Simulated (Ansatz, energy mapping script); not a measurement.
**NaCrCl3 in the perovskite structure: J from the energies of magnetic orders**

Aim: the exchange couplings of NaCrCl3 in the perovskite structure from the energies of a few collinear orders, and the ordering temperature that they give.

Method: PBEsol with U = 3.32 eV on Cr d, ortho-atomic projectors; plane waves, U on orthogonalised atomic orbitals unless named otherwise, collinear spin, no spin–orbit coupling, in Ansatz 0.2.0.

Most raw output is cut from this account.

In doubt: warnings of the run leave room for a lower electronic state (step 4), so energies may not be the lowest and differences between runs may mislead.

### 1. Starting point

Symmetry: Pm-3m, No. 221, cubic system. Conventional cell: a = 4.882 Å, b = 4.882 Å, c = 4.882 Å, α = 90.00°, β = 90.00°, γ = 90.00°. Na has 12 Cl at 3.45 Å nearest. Cr has 6 Cl at 2.44 Å nearest. Cl has 2 Cr at 2.44 Å and 4 Na at 3.45 Å nearest. Nearest to Cl lie 2 Cr at 2.44 Å and 4 Na at 3.45 Å. perovskite prototype, lattice guessed from radii. Farther neighbours and most contacts between anions are not listed.

This cell was built for the study (perovskite prototype, lattice guessed from radii), not taken from an experiment; the compound need not form in this structure.

The cell was relaxed beforehand in Ansatz under PBEsol with U = 3.15 eV on Cr d, ortho-atomic projectors, from parallel moments.

A Hubbard U penalises fractional filling of the shell. It raises the cost of virtual hops to the neighbours, so couplings that rest on such hops usually weaken.

### 2. Seed run in the crystal's own cell

A corrected shell can settle in several orbital fillings. One parallel run, with an occupation width a fifth wider than the orders use, therefore is to supply the occupation matrices.

Contents of input.yaml:

```yaml
crystal:
  lattice:
    - [4.882163947, 4.882163947, 0.0]
    - [-4.882163947, 4.882163947, 0.0]
    - [0.0, 0.0, 4.882163947]
  atoms:
    - { symbol: Na, position: [0.0, 0.5, 0.5] }
    - { symbol: Na, position: [0.5, 0.0, 0.5] }
    - { symbol: Cr, position: [0.0, 0.0, 0.0], spin: 3.0 }
    - { symbol: Cr, position: [0.5, 0.5, 0.0], spin: 3.0 }
    - { symbol: Cl, position: [0.0, 0.0, 0.5] }
    - { symbol: Cl, position: [0.5, 0.5, 0.5] }
    - { symbol: Cl, position: [0.25, 0.25, 0.0] }
    - { symbol: Cl, position: [0.75, 0.75, 0.0] }
    - { symbol: Cl, position: [0.25, 0.75, 0.0] }
    - { symbol: Cl, position: [0.75, 0.25, 0.0] }
magnetization:
  spin_polarized: true
kpoints:
  mp_grid: { grid: [6, 6, 8] }
hamiltonian:
  xc: pbesol
  hubbard:
    sites: [{ species: Cr, l: d, u_eff: 3.32 }]
    projectors: ortho-atomic
scf:
  occupations: { method: fermi_dirac, width: 0.06 }
output:
  eigenvalues: true
```

The run is started by

```sh
$ ansatz run input.yaml --threads 4 --pin off --max-ram 8192MiB --backend cpu --events-out ev --progress --plain --runs-dir out
```

The job ended after 6.8 min (4 threads of Arm Neoverse V1, shared host; peak memory 4.2 GiB).

The run was stopped unfinished when the time set aside for it ran out, so what it printed is not taken as a result.

No matrices came of it, so the orders below start without them.

### 3. Order 1: parallel, cell A of 10 atoms

Each cell gets its own parallel run on the same mesh, so that most of the mesh error cancels in the differences.

Contents of input.yaml:

```yaml
crystal:
  lattice:
    - [0.0, 0.0, 4.882163947]
    - [4.882163947, 4.882163947, 0.0]
    - [-4.882163947, 4.882163947, 0.0]
  atoms:
    - { symbol: Na, position: [0.5, 0.0, 0.5] }
    - { symbol: Na, position: [0.5, 0.5, 0.0] }
    - { symbol: Cr, position: [0.0, 0.0, 0.0], spin: 3.0 }
    - { symbol: Cr, position: [0.0, 0.5, 0.5], spin: 3.0 }
    - { symbol: Cl, position: [0.5, 0.0, 0.0] }
    - { symbol: Cl, position: [0.5, 0.5, 0.5] }
    - { symbol: Cl, position: [0.0, 0.25, 0.25] }
    - { symbol: Cl, position: [0.0, 0.75, 0.75] }
    - { symbol: Cl, position: [0.0, 0.25, 0.75] }
    - { symbol: Cl, position: [0.0, 0.75, 0.25] }
magnetization:
  spin_polarized: true
kpoints:
  mp_grid: { grid: [8, 6, 6] }
hamiltonian:
  xc: pbesol
  hubbard:
    sites: [{ species: Cr, l: d, u_eff: 3.32 }]
    projectors: ortho-atomic
scf:
  occupations: { method: fermi_dirac, width: 0.05 }
output:
  eigenvalues: true
  write_density: true
  write_potential: true
  elf: true
  volumetric_format: npy
```

Elapsed: 6.6 min, on 4 threads; peak memory 4.2 GiB.

Spin moment in the sphere by atom:

```
atom  spin moment in the sphere (μB)
 Na1                            0.00
 Na2                            0.00
 Cr3                            3.53
 Cr4                            3.53
 Cl5                           -0.03
 Cl6                           -0.03
 Cl7                           -0.03
 Cl8                           -0.03
 Cl9                           -0.03
Cl10                           -0.03
```

The run ends ferromagnetic.

Spin density in the ac plane at fractional y = 0.000, with atoms of Na and Cr and Cl within 0.2 Å of it.

Ten even steps from '0' (-0.1 e/Å³) to '9' (5.0 e/Å³), each cell a mean:
```
73000000000015
21000000000001
00000000000000
00000000000000
00000000000000
00000000000000
00000000000000
00000000000000
00000000000000
00000000000000
00000000000000
00000000000000
00000000000000
00000000000000
00000000000000
00000000000000
10000000000000
42000000000013
94000000000017
```
Columns run along a (4.9 Å), rows up along c (6.9 Å). Atoms in or near the plane, at fractional coordinates: Na at (0.50, 0.50), Cr at (0.00, 0.00), Cl at (0.50, 0.00).

ELF in the ac plane at fractional y = 0.000, with atoms of Na and Cr and Cl within 0.2 Å of it. It is the smooth field of the valence electrons, not physical close to the nuclei.

Ten even steps from '0' (0.00) to '9' (0.93), each cell a mean:
```
97327876885158
64226899984135
11113789862111
00001467520000
00000022100000
00000000000000
00000011000000
00000356510000
00001654640000
00001643540000
00000466620000
00000134200000
00000000000000
00000000000000
00000245310000
11002688741011
43115899973123
86227988885147
98328853785159
```
Columns run along a (4.9 Å), rows up along c (6.9 Å). Atoms in or near the plane, at fractional coordinates: Na at (0.50, 0.50), Cr at (0.00, 0.00), Cl at (0.50, 0.00).

### 4. Order 2: compensated +−, cell A of 10 atoms

This order reverses 4 of the 6 neighbours at 4.88 Å, counted for an average magnetic atom.

Changes to input.yaml since step 3:

```diff
@@ -9,3 +9,3 @@
     - { symbol: Cr, position: [0.0, 0.0, 0.0], spin: 3.0 }
-    - { symbol: Cr, position: [0.0, 0.5, 0.5], spin: 3.0 }
+    - { symbol: Cr, position: [0.0, 0.5, 0.5], spin: -3.0 }
     - { symbol: Cl, position: [0.5, 0.0, 0.0] }
```

The job ended after 7.4 min (4 threads; peak memory 3.9 GiB).

Spin moment in the sphere by atom:

```
atom  spin moment in the sphere (μB)
 Na1                            0.00
 Na2                            0.00
 Cr3                            3.42
 Cr4                           -3.42
 Cl5                            0.00
 Cl6                            0.00
 Cl7                            0.03
 Cl8                            0.03
 Cl9                           -0.03
Cl10                           -0.03
```

The run ends antiferromagnetic, 175.45 meV a magnetic atom above the parallel order of its cell, a difference that unlike orbital or electronic states can set, not exchange alone.

Spin density in the ac plane at fractional y = 0.000, with atoms of Na and Cr and Cl within 0.2 Å of it.

Ten even steps from '0' (0.0 e/Å³) to '9' (4.8 e/Å³), each cell a mean:
```
73000000000015
21000000000001
00000000000000
00000000000000
00000000000000
00000000000000
00000000000000
00000000000000
00000000000000
00000000000000
00000000000000
00000000000000
00000000000000
00000000000000
00000000000000
00000000000000
10000000000000
42000000000013
94000000000017
```
Columns run along a (4.9 Å), rows up along c (6.9 Å). Atoms in or near the plane, at fractional coordinates: Na at (0.50, 0.50), Cr at (0.00, 0.00), Cl at (0.50, 0.00).

ELF in the ac plane at fractional y = 0.000, with atoms of Na and Cr and Cl within 0.2 Å of it. It is the smooth field of the valence electrons, not physical close to the nuclei.

Ten even steps from '_' (0.00) to '@' (0.93), each cell a mean:
```
@@##--::##%%##**%%%%++..++%%
**==::::**%%@@@@@@%%==..--++
........--##%%@@%%**::......
________..==**##++::________
____________::::..__________
____________________________
____________....____________
__________--++**++..________
________..**++==**==________
________..**==--++==________
__________==******::________
__________..--==::__________
____________________________
____________________________
__________::==++--..________
....____::**%%%%##==..__....
==--....++%%@@@@@@##--..::--
%%**::::##@@%%%%%%%%==..==##
@@%%--::%%%%++--##@@++..++@@
```
Columns run along a (4.9 Å), rows up along c (6.9 Å). Atoms in or near the plane, at fractional coordinates: Na at (0.50, 0.50), Cr at (0.00, 0.00), Cl at (0.50, 0.00).

### 5. The fit

Each energy difference is a sum of couplings weighted by the pairs that the order reverses. A few near shells are fitted to the differences by least squares. Energies are those extrapolated to zero occupation width, not the free energies F.

The orders side by side; each is measured from the parallel order in the same cell and on the same mesh:

```
         order  atoms  energy (meV a magnetic atom)  moments (μB)  moments kept as typed  opposed neighbours at 4.88 Å
      parallel     10                          0.00          3.53                    yes                             0
compensated +−     10                        175.45          3.42                    yes                             4
```

The Heisenberg fit (each pair counts twice, positive J is ferromagnetic):

```
 pair  distance (Å)  neighbours  J (meV)
Cr–Cr          4.88           6     21.9
```

### 6. Results

| Quantity | Value |
| --- | --- |
| couplings | not to be trusted |

**Reading.** Between the runs the occupations of the corrected shell change by more than 0.2 electrons in one orbital, or the parallel runs differ in their moments. Whether a run was caught in another orbital state or the shell answers to the reversal itself, the energy differences hold more than the exchange of fixed moments, so a Heisenberg reading is in doubt. The cell was built from a prototype and relaxed; a distortion that needs a larger cell, or another structure that the compound may prefer, is not captured.

[Logs and program files are shortened in this print: banners, set-up blocks, solver, clock and traceback lines can be left out without a mark of their own.]

[Logs are printed without paths, hosts, clocks, repeated set-up lines and the standing remarks that a program may print on its own settings, such as how far it seeks lower states.]

[Hosts, paths, dates, database ids (printed as entryN), source tags and the programs' standing remarks are cut or masked in the printed files.]

[Where a cell is said to come from a database of computed structures, the database is the Materials Project.]
